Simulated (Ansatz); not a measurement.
# Band gap of H6PbCBr3N (CH3NH3PbBr3) from density functionals to GW

Wanted: a ladder of band gaps for H6PbCBr3N (CH3NH3PbBr3), from density functionals to G0W0.

Program: Ansatz 0.2.0. Level of theory: density functionals, hybrids and G0W0, plane waves, PAW. Results are calculated unless marked as measured.

The structure was built from a prototype and need not be the compound's stable phase.

## Step 1: The starting structure

The cell holds 12 atoms: 1 C, 1 N, 6 H, 1 Pb and 3 Br. Its edges and angles: a = 5.821 Å, b = 5.941 Å, c = 5.759 Å, α = 90.1°, β = 90.0°, γ = 89.4°. It derives from Br3C1H6N1Pb1.

Coordinates:

```cif
data_structure
_symmetry_space_group_name_H-M 'P 1'
_symmetry_Int_Tables_number 1
_cell_length_a 5.8214
_cell_length_b 5.9405
_cell_length_c 5.7591
_cell_angle_alpha 90.092
_cell_angle_beta 89.955
_cell_angle_gamma 89.368
_cell_volume 199.15
loop_
_atom_site_label
_atom_site_type_symbol
_atom_site_fract_x
_atom_site_fract_y
_atom_site_fract_z
_atom_site_occupancy
C1 C 0.90479 0.95403 0.99968 1
N2 N 0.13310 0.05982 0.00040 1
H3 H 0.92826 0.77043 0.99816 1
H4 H 0.22855 0.01464 0.85320 1
H5 H 0.81111 0.00787 0.84348 1
H6 H 0.12459 0.23472 0.00170 1
H7 H 0.81096 0.00601 0.15677 1
H8 H 0.22836 0.01320 0.14692 1
Pb9 Pb 0.48457 0.49062 0.49985 1
Br10 Br 0.41903 0.54452 0.99987 1
Br11 Br 0.44094 0.98679 0.50015 1
Br12 Br 0.97567 0.41654 0.49952 1
```

The structure was relaxed with PBEsol-D3(BJ). The runs that relaxed it are not among those shown. Spin-orbit coupling is left out unless a step names it.

The logs state that the PAW files were generated under PBE.

## Step 2: PBEsol on the 4×4×4 mesh

Levels along a band path and on the mesh show where this functional puts the band edges.

This step: DFT, PBEsol, plane waves, PAW; PAW set soft_1.

The input, input.yaml:

```yaml
crystal:
  lattice:
    - [5.8213187309, 0.0324159757, 0.0022712583]
    - [0.0324159757, 5.9404160638, -0.0047210805]
    - [0.0022712583, -0.0047210805, 5.7590484621]
  atoms:
    - { symbol: C, position: [0.9047910036, 0.9540312406, 0.9996755484] }
    - { symbol: "N", position: [0.1331001664, 0.0598188283, 0.000403052] }
    - { symbol: H, position: [0.9282636413, 0.7704293229, 0.9981643961] }
    - { symbol: H, position: [0.2285468519, 1.0146442665, 0.8532031015] }
    - { symbol: H, position: [0.8111075916, 0.007871173, 0.8434813284] }
    - { symbol: H, position: [0.1245904708, 0.2347170579, 0.0016984932] }
    - { symbol: H, position: [0.8109581835, 0.0060073127, 0.1567673347] }
    - { symbol: H, position: [0.2283561027, 1.0132046161, 0.1469151635] }
    - { symbol: Pb, position: [0.484565248, 0.4906182816, 0.4998481534] }
    - { symbol: Br, position: [0.4190289606, 0.5445179638, -0.0001332024] }
    - { symbol: Br, position: [0.4409374489, -0.0132096713, 0.500150562] }
    - { symbol: Br, position: [-0.0243269835, 0.4165431027, 0.4995236299] }
kpoints:
  mp_grid: { grid: [4, 4, 4] }
  band_path:
    path:
      - [[0.0, 0.0, 0.0], [0.5, 0.0, 0.0], [0.5, 0.5, 0.0], [0.0, 0.0, 0.0], [0.5, 0.5, 0.5], [0.5, 0.0, 0.0]]
      - [[0.5, 0.5, 0.0], [0.5, 0.5, 0.5]]
    npoints: 10
hamiltonian:
  xc: pbesol
  pseudopotentials: { kind: paw, azcp: { folder: soft_1 }, xc_functional: pbe }
scf:
  occupations: { method: fermi_dirac, width: 0.02 }
  n_extra_bands: 8
output:
  eigenvalues: true
  forces: true
  stress: true
  write_density: true
  write_potential: true
  elf: true
  volumetric_format: npy
```

On the command line:

```bash
ansatz run input.yaml --threads 2 --pin off --max-ram 92160MiB --backend cuda --events-out ev --progress --plain --runs-dir out --devices 1 --max-vram 13GiB
```

Numbers of over 12 decimals in the logs are rounded to 6 here.

The program printed:

```text
scf.n_extra_bands = 8 over 25 filled bands (N_el = 50.0): the run solves 33 bands
GPUs: using 1 of 1 available (devices: 1).
Engine: ansatz 0.2.0, x86_64-unknown-linux-gnu
Pseudopotentials: kind: paw
Pseudopotential: C, paw, valence charge 4, recommended cutoff 420 eV (normal), soft_1/C.paw.azcp
Pseudopotential: N, paw, valence charge 5, recommended cutoff 420 eV (normal), soft_1/N.paw.azcp
Pseudopotential: H, paw, valence charge 1, recommended cutoff 420 eV (normal), soft_1/H.paw.azcp
Pseudopotential: Pb, paw, valence charge 14, recommended cutoff 420 eV (normal), soft_1/Pb.paw.azcp
Pseudopotential: Br, paw, valence charge 7, recommended cutoff 420 eV (normal), soft_1/Br.paw.azcp
Functional definition: PBEsol
  exchange = pbesol_x
  correlation = pbesol_c
device memory: the entry about to start is reckoned to put 2.3 GiB on a device that reports 45.1 GiB free (of which the cap on the GPU budget leaves the run 13.0 GiB)
GPU FFT provider: cuFFT
GPU libraries: cuBLAS 13.8.2, cuFFT 12.4.0, cuSOLVER 12.3.4
Crystal: 12 atoms, lattice volume = 199.148 Å³
Basis set: ecut = 420 eV, 3881 PW (Γ), exchange–correlation on 80×80×80 points (8 copies of the dense FFT grid, shifted against one another)
Bands: 33, of which v1, the nominal top of the filled ones, is band 25 counted from 1 (24 counted from 0)
Symmetry: 1 space group operations
Space group: P1 (ITA 1), of the structure as read, at distance tolerance 5.8e-5 Å
k-points: 36 of 64 (time reversal used)
Non-local potential: C, projectors of the file, l = 0: 2, l = 1: 2, l = 2: 1
Non-local potential: N, projectors of the file, l = 0: 2, l = 1: 2, l = 2: 1
Non-local potential: H, projectors of the file, l = 0: 2, l = 1: 1
Non-local potential: Pb, projectors of the file, l = 0: 2, l = 1: 2, l = 2: 2, l = 3: 1
Non-local potential: Br, projectors of the file, l = 0: 2, l = 1: 2, l = 2: 2
PAW form: soft (Blöchl's): semilocal exchange-correlation on the pseudo side does not see the compensation charge
PAW frozen core: C, regenerated for the run's functional, and the local potential with it (the file was generated under x = pbe(κ = 0.804, μ = 0.219515), c = pbe(β = 0.066725))
PAW frozen core: N, regenerated for the run's functional, and the local potential with it (the file was generated under x = pbe(κ = 0.804, μ = 0.219515), c = pbe(β = 0.066725))
PAW frozen core: Pb, regenerated for the run's functional, and the local potential with it (the file was generated under x = pbe(κ = 0.804, μ = 0.219515), c = pbe(β = 0.066725))
PAW frozen core: Br, regenerated for the run's functional, and the local potential with it (the file was generated under x = pbe(κ = 0.804, μ = 0.219515), c = pbe(β = 0.066725))
PAW one-centre angular grid: C, 110 points (default); XC on 64 Gauss nodes
PAW one-centre angular grid: N, 110 points (default); XC on 64 Gauss nodes
PAW one-centre angular grid: H, 110 points (default); XC on 64 Gauss nodes
PAW one-centre angular grid: Pb, 590 points (default); XC on 64 Gauss nodes
PAW one-centre angular grid: Br, 110 points (default); XC on 64 Gauss nodes
Initial density: superposition of atomic densities (chi_scale 0.1, normalization cell), built separately for each of the 2 bonded fragments (scf.initial_density.interfragment_charge_transfer: auto; true builds it for the cell as a whole; a typed value also counts as a typed key of the start: scf.initial_density.chi_scale says what that changes, if anything)
Initial wavefunctions: pseudopotential atomic-orbital guess
GPU buffer pool allocated for 64000 grid points (all kernels)
GPU transforms: local potential and band sums: pruned to the plane-wave sphere, on 40×40×40
Functional: x = pbesol(κ = 0.804, μ = 0.123457), c = pbesol(β = 0.046)
SCF iter   1: F=—  HF=-20694.341534 eV  |F-HF|=—  |Δ(HF+E_count)|=         —  Δρ=6.41e-2  dr2=7.63e0  ethr=3.10e-3  ⟨swp⟩=7.6  Hψ=5946  notcnv=0
preconditioner: auto → Resta (q_TF=auto, 2.167 Å⁻¹)  ε∞=2.7  [insulator: Δε(μ)=2.016 eV  Ē_g=13.956 eV  σ=0.020 eV  W_gap=1.00  n_scr=30 (ndim 8)  ℏωp=18.2 eV  f_vac=0.023  D(μ)=0.00/eV (n_scr^D=0)  ε∞_Penn≈2.7]
SCF iter   2: F=—  HF=-20692.218495 eV  |F-HF|=—  |Δ(HF+E_count)|=    2.12e0  Δρ=2.95e-2  dr2=1.23e0  ethr=3.10e-3  ⟨swp⟩=3.1  Hψ=2694  notcnv=0  defer=99
SCF iter   3: F=—  HF=-20691.892890 eV  |F-HF|=—  |Δ(HF+E_count)|=   3.26e-1  Δρ=7.03e-3  dr2=8.56e-2  ethr=2.46e-3  ⟨swp⟩=2.1  Hψ=2072  notcnv=0  defer=95
SCF iter   4: F=—  HF=-20691.898267 eV  |F-HF|=—  |Δ(HF+E_count)|=   5.38e-3  Δρ=1.47e-3  dr2=3.83e-3  ethr=1.71e-4  ⟨swp⟩=2.6  Hψ=2283  notcnv=0  defer=93
SCF iter   5: F=—  HF=-20691.902916 eV  |F-HF|=—  |Δ(HF+E_count)|=   4.65e-3  Δρ=5.02e-4  dr2=5.44e-4  ethr=7.67e-6  ⟨swp⟩=2.8  Hψ=2255  notcnv=0  defer=93
SCF iter   6: F=—  HF=-20691.903253 eV  |F-HF|=—  |Δ(HF+E_count)|=   3.37e-4  Δρ=1.94e-4  dr2=7.81e-5  ethr=1.09e-6  ⟨swp⟩=2.0  Hψ=2185  notcnv=0  defer=93
SCF iter   7: F=—  HF=-20691.903221 eV  |F-HF|=—  |Δ(HF+E_count)|=   3.23e-5  Δρ=4.86e-5  dr2=7.15e-6  ethr=1.56e-7  ⟨swp⟩=2.0  Hψ=1921  notcnv=0  defer=93
SCF iter   8: F=—  HF=-20691.903233 eV  |F-HF|=—  |Δ(HF+E_count)|=   1.17e-5  Δρ=1.36e-5  dr2=6.41e-7  ethr=1.43e-8  ⟨swp⟩=2.0  Hψ=1998  notcnv=0  defer=93
SCF iter   9: F=-20691.903234 eV  HF=-20691.903234 eV  |F-HF|=4.53e-8  |Δ(HF+E_count)|=   1.33e-6  Δρ=3.60e-6  dr2=3.62e-8  ethr=2.00e-10  ⟨swp⟩=20.8  Hψ=12076  notcnv=0
SCF 1 converged in 9 iterations: F = -20691.903234 eV  dr2 = 3.62e-8
[...]
device memory: the entry about to start is reckoned to put 1.6 GiB on a device that reports 42.7 GiB free (of which the cap on the GPU budget leaves the run 13.0 GiB)
NSCF: frozen V_eff on 62 k-points
SCF converged after 9 iterations
Free energy (F): -20691.903234 eV
Harris-Foulkes:  -20691.903234 eV  (|F-HF|=4.53e-8)
Internal energy: -20691.903234 eV  (E = F + TS)
E sigma→0 (E₀):  -20691.903234 eV
Fermi energy:    3.751210 eV
--- Per-component energies (eV) ---
  E_band       = -298.883868
  E_kinetic    = 986.400527
  E_local      = -2856.022987  (includes V_loc(G=0)·N_el)
  E_nonlocal   = 525.310689
  E_hartree    = 1012.836661
  E_xc         = -946.583127
  E_vxc        = -665.175827  (∫ρ·V_xc dr)
  E_paw        = -17270.479351  (= ΣΔE_a)
  E_vpaw       = -315.065389  (= ΣTr[D̂ρ^β])
  E_aug_tail   = -0.005247  (compensation charges beyond the density's cutoff)
  E_ewald      = -2143.748580
  E_core_change = 0.388182  (= ΣΔE_core)
  E_smearing   = -0.000000  (= −TS)
  E_closure    = -0.000000  (closes the sum)
  Σ components = -20691.903234   (vs F -20691.903234, Δ=0.00e0)
--- Forces (eV/Å), atoms counted from 1 ---
  atom   1  C     -0.00059599    -0.00031964    -0.00114257
  atom   2  N      0.00334228     0.00047910    -0.00069906
  atom   3  H     -0.00042941    -0.00206648     0.00060809
  atom   4  H     -0.00032140     0.00063830     0.00217440
  atom   5  H     -0.00188849    -0.00049915    -0.00064293
  atom   6  H      0.00237642     0.00165790    -0.00081815
  atom   7  H     -0.00006784    -0.00014986    -0.00009631
  atom   8  H      0.00188148     0.00005551    -0.00043273
  atom   9  Pb    -0.00413739    -0.00300291     0.00008330
  atom  10  Br    -0.00027986     0.00373025     0.00001729
  atom  11  Br    -0.00448059     0.00152775     0.00081133
  atom  12  Br     0.00463755    -0.00204881     0.00013740
  max |Σ_I F_I| component: 3.68e-5 eV/Å
--- Stress (GPa, compression-positive) ---
        0.966024      -0.004061       0.003922
       -0.004061       0.972715       0.002393
        0.003922       0.002393       0.943678
  P = ⅓ Tr σ = 0.9608 GPa (9.608 kbar)
--- Band table (eV; the first three rows and the last of 36) ---
  k-point 0: bands = [... 21 lower, 0.9325, 0.9977, 1.2029, 1.2927, 6.5359, 7.6197, 7.8135, 8.0587, ... 4 higher]
  k-point 1: bands = [... 21 lower, 0.9100, 1.0101, 1.2223, 1.3402, 6.8633, 7.1698, 7.5898, 8.1652, ... 4 higher]
  k-point 2: bands = [... 21 lower, 1.0045, 1.1371, 1.2337, 1.7364, 5.7828, 7.4549, 8.0784, 8.1032, ... 4 higher]
  k-point 35: bands = [... 21 lower, 1.1310, 1.4801, 1.4839, 2.7459, 4.7612, 4.7910, 5.0742, 7.9090, ... 4 higher]
```

Wall time 8.5 s (1 × NVIDIA H100 80GB HBM3 (shared by 6 runs) with 2 threads of AMD EPYC 7R13 (Zen 3), shared host); peak memory 1 GiB.

Numbers from this step:

| Item | Value |
| --- | --- |
| pressure | 0.9608 GPa |
| filled bands | 25 |
| gap | 2.006 eV |
| valence top at | R |
| conduction bottom at | k = (0.500, 0.500, 0.450) |
| least direct gap | 2.015 eV |

Over mesh and path the gap is 2.006 eV, from k = (0.500, 0.500, 0.500) to k = (0.500, 0.500, 0.450). The least direct gap found is 2.015 eV, at k = (0.500, 0.500, 0.500). On the 4×4×4 mesh alone the same run gives 2.015 eV, so that mesh misses an edge of PBEsol: 2.015 − 2.006 = +0.009 eV.

## Step 3: PBEsol+SOC on the 4×4×4 mesh

This run has two-component orbitals with spin-orbit coupling.

This step: DFT, PBEsol with spin-orbit coupling, plane waves, PAW; PAW set soft_1.

Changes to input.yaml since step 2:

```diff
@@ -22,11 +22,17 @@
     path:
-      - [[0.0, 0.0, 0.0], [0.5, 0.0, 0.0], [0.5, 0.5, 0.0], [0.0, 0.0, 0.0], [0.5, 0.5, 0.5], [0.5, 0.0, 0.0]]
-      - [[0.5, 0.5, 0.0], [0.5, 0.5, 0.5]]
-    npoints: 10
+      - [0.0, 0.0, 0.0]
+      - [0.5, 0.0, 0.0]
+      - [0.5, 0.5, 0.0]
+      - [0.5, 0.5, 0.5]
+      - [0.5, 0.5, 0.45]
+    npoints: 1
 hamiltonian:
   xc: pbesol
-  pseudopotentials: { kind: paw, azcp: { folder: soft_1 }, xc_functional: pbe }
+  pseudopotentials: { kind: paw_fr, azcp: { folder: soft_1 }, xc_functional: pbe }
 scf:
-  occupations: { method: fermi_dirac, width: 0.02 }
-  n_extra_bands: 8
+  occupations: { method: fixed }
+  n_extra_bands: 16
+magnetization:
+  noncollinear: true
+  spin_orbit: true
 output:
@@ -35,5 +41 @@
   stress: true
-  write_density: true
-  write_potential: true
-  elf: true
-  volumetric_format: npy
```

The program printed:

```text
[...]
GPUs: using 1 of 1 available (devices: 1).
[...]
non-collinear run that drives no moment, with spin-orbit: no starting moment large enough to seed its density (crystal.atoms[].spin), no starting occupations that ask for one, no magnetisation constraint and no magnetic field, so the semilocal B_xc is pinned to zero
[...]
GPU FFT provider: cuFFT
GPU libraries: cuBLAS 13.8.2, cuFFT 12.4.0, cuSOLVER 12.3.4
Crystal: 12 atoms, lattice volume = 199.148 Å³
Basis set: ecut = 420 eV, 3881 PW (Γ), exchange–correlation on 80×80×80 points (8 copies of the dense FFT grid, shifted against one another)
Bands: 66, of which v1, the nominal top of the filled ones, is band 50 counted from 1 (49 counted from 0)
Symmetry: 1 space group operations + 1 with time reversal
[...]
k-points: 36 of 64 (time reversal used)
[...]
atom   8  H      0.00291539     0.00049934     0.00038331
  atom   9  Pb     0.01012748     0.00210712     0.00042723
  atom  10  Br     0.00384938     0.00060853    -0.00032305
  atom  11  Br    -0.00405148    -0.00442338     0.00078007
  atom  12  Br    -0.01442743     0.00062680     0.00016275
  max |Σ_I F_I| component: 4.02e-5 eV/Å
--- Stress (GPa, compression-positive) ---
        0.879243       0.007309       0.003967
        0.007308       0.914949       0.002333
        0.003967       0.002333       0.854054
  P = ⅓ Tr σ = 0.8827 GPa (8.827 kbar)
--- Band table (eV; the first three rows and the last of 36) ---
  k-point 0: bands = [... 46 lower, 1.1984, 1.1984, 1.3830, 1.3830, 6.5114, 6.5114, 7.0405, 7.0405, ... 12 higher]
  k-point 1: bands = [... 46 lower, 1.1479, 1.2944, 1.3429, 1.4580, 6.2570, 6.6351, 7.0022, 7.1511, ... 12 higher]
  k-point 2: bands = [... 46 lower, 1.2873, 1.2873, 1.7782, 1.7782, 5.4407, 5.4407, 7.4342, 7.4342, ... 12 higher]
  k-point 35: bands = [... 46 lower, 1.5726, 1.5726, 2.7746, 2.7746, 3.7857, 3.7857, 5.2417, 5.2417, ... 12 higher]
[key lines of the parts left out:]
SCF converged after 9 iterations
Magnetization: |M| = 0.0000 μB,  M = (+0.0000, +0.0000, +0.0000) μB
Free energy (F): -20730.588663 eV
Fermi energy:    2.774590 eV
```

Wall time 18 s (1 × NVIDIA H100 80GB HBM3 (shared by 6 runs) with 2 threads); peak memory 1 GiB.

Numbers from this step:

* pressure: 0.8827 GPa
* gap: 0.8883 eV
* valence top at: k = (0.500, 0.500, 0.450)
* conduction bottom at: k = (0.500, 0.500, 0.450)
* least direct gap: 0.8883 eV

Over mesh and listed points the gap is 0.888 eV, direct, at k = (0.500, 0.500, 0.450). On the 4×4×4 mesh alone the same run gives 1.011 eV, so that mesh misses an edge of PBEsol+SOC: 1.011 − 0.888 = +0.123 eV. PBEsol+SOC against PBEsol: 0.888 − 2.006 = −1.118 eV. Mesh, set of files and cutoff are the same, but the valence top lies at another k point, so this need not be the shift of one pair of states. The spin-orbit run sees mesh and listed points alone, so its gap is an upper bound: the coupling can move an edge off these points, the more so as this crystal has no centre of inversion, and the change over the zone, its sign included where it is small, is not known.

## Step 4: HSE06 on the 4×4×4 mesh

HSE06 mixes in a quarter of exact exchange at short range.

This step: DFT, HSE06, plane waves, PAW; PAW set soft_1.

Changes to input.yaml since step 3:

```diff
@@ -29,13 +29,12 @@
 hamiltonian:
-  xc: pbesol
-  pseudopotentials: { kind: paw_fr, azcp: { folder: soft_1 }, xc_functional: pbe }
+  xc: hse06
+  pseudopotentials: { kind: paw, azcp: { folder: soft_1 } }
 scf:
   occupations: { method: fixed }
-  n_extra_bands: 16
-magnetization:
-  noncollinear: true
-  spin_orbit: true
+  n_extra_bands: 8
 output:
   eigenvalues: true
-  forces: true
-  stress: true
+  write_density: true
+  write_potential: true
+  elf: true
+  volumetric_format: npy
```

The program printed:

```text
[...]
GPUs: using 1 of 1 available (devices: 1).
[...]
davidson cushion auto → on  (no smearing: the cushion is to keep the highest requested band from converging to the state above it; pin scf.eigensolver.cushion to override)
[...]
GPU FFT provider: cuFFT
GPU libraries: cuBLAS 13.8.2, cuFFT 12.4.0, cuSOLVER 12.3.4
Crystal: 12 atoms, lattice volume = 199.148 Å³
Basis set: ecut = 420 eV, 3881 PW (Γ)
[...]
E sigma→0 (E₀):  -21004.076689 eV
Fermi energy:    2.482948 eV
[...]
--- Band table (eV; the first three rows and the last of 36) ---
  k-point 0: bands = [... 21 lower, 0.1838, 0.2608, 0.4586, 0.5554, 7.0926, 8.1622, 8.3872, 8.6247, ... 4 higher]
  k-point 1: bands = [... 21 lower, 0.1684, 0.2795, 0.4866, 0.6543, 7.4103, 7.7271, 8.1522, 8.7336, ... 4 higher]
  k-point 2: bands = [... 21 lower, 0.2506, 0.3933, 0.4913, 1.2416, 6.2458, 8.0158, 8.6621, 8.6841, ... 4 higher]
  k-point 35: bands = [... 21 lower, 0.3943, 0.7492, 0.7559, 2.4829, 5.1805, 5.2243, 5.5002, 8.5031, ... 4 higher]
[key lines of the parts left out:]
Free energy (F): -21004.076689 eV
```

Wall time 68 s (1 × NVIDIA H100 80GB HBM3 (shared by 6 runs) with 2 threads); peak memory 1.7 GiB; 86 s of CPU time.

This step gave:

```
gap                     : 2.692 eV
valence top at          : R
conduction bottom at    : k = (0.500, 0.500, 0.450)
least direct gap        : 2.698 eV
exact-exchange fraction : 0.25
```

Over mesh and listed points the gap is 2.692 eV, from k = (0.500, 0.500, 0.500) to k = (0.500, 0.500, 0.450). The least direct gap found is 2.698 eV, at k = (0.500, 0.500, 0.500). On the 4×4×4 mesh alone the same run gives 2.698 eV, so that mesh misses an edge of HSE06: 2.698 − 2.692 = +0.006 eV. HSE06 against PBEsol: 2.692 − 2.006 = +0.686 eV, with the same mesh, files and cutoff, and both edges at the same k points.

(Part 1 of 2 ends here.)

[Paths, hosts, dates, memory and timing lines, banners, echoed tables and standing remarks are left out of the program output.]

[Logs are printed without paths, hosts, clocks, repeated set-up lines and the standing remarks that a program may print on its own settings, such as how far it seeks lower states.]

[Runs of the session that timed out or met a known fault of the program may be left out.]

[Cells called generated may have been cut or substituted from an entry of the Crystallography Open Database or the Materials Project.]

[Hosts, paths, dates, database ids (printed as entryN), source tags and the programs' standing remarks are cut or masked in the printed files.]

[Where an RPA ε∞ is given, it is that of the G0W0 mesh and is not shown converged in it. Names of k-points follow the symmetry that the program found, which can be lower than the space group named. Band edges on a path are those of the sampled points; other points can move an edge, and change direct to indirect where valleys lie close.]

[Hybrid gaps are those of their k-mesh and are not shown converged in it.]
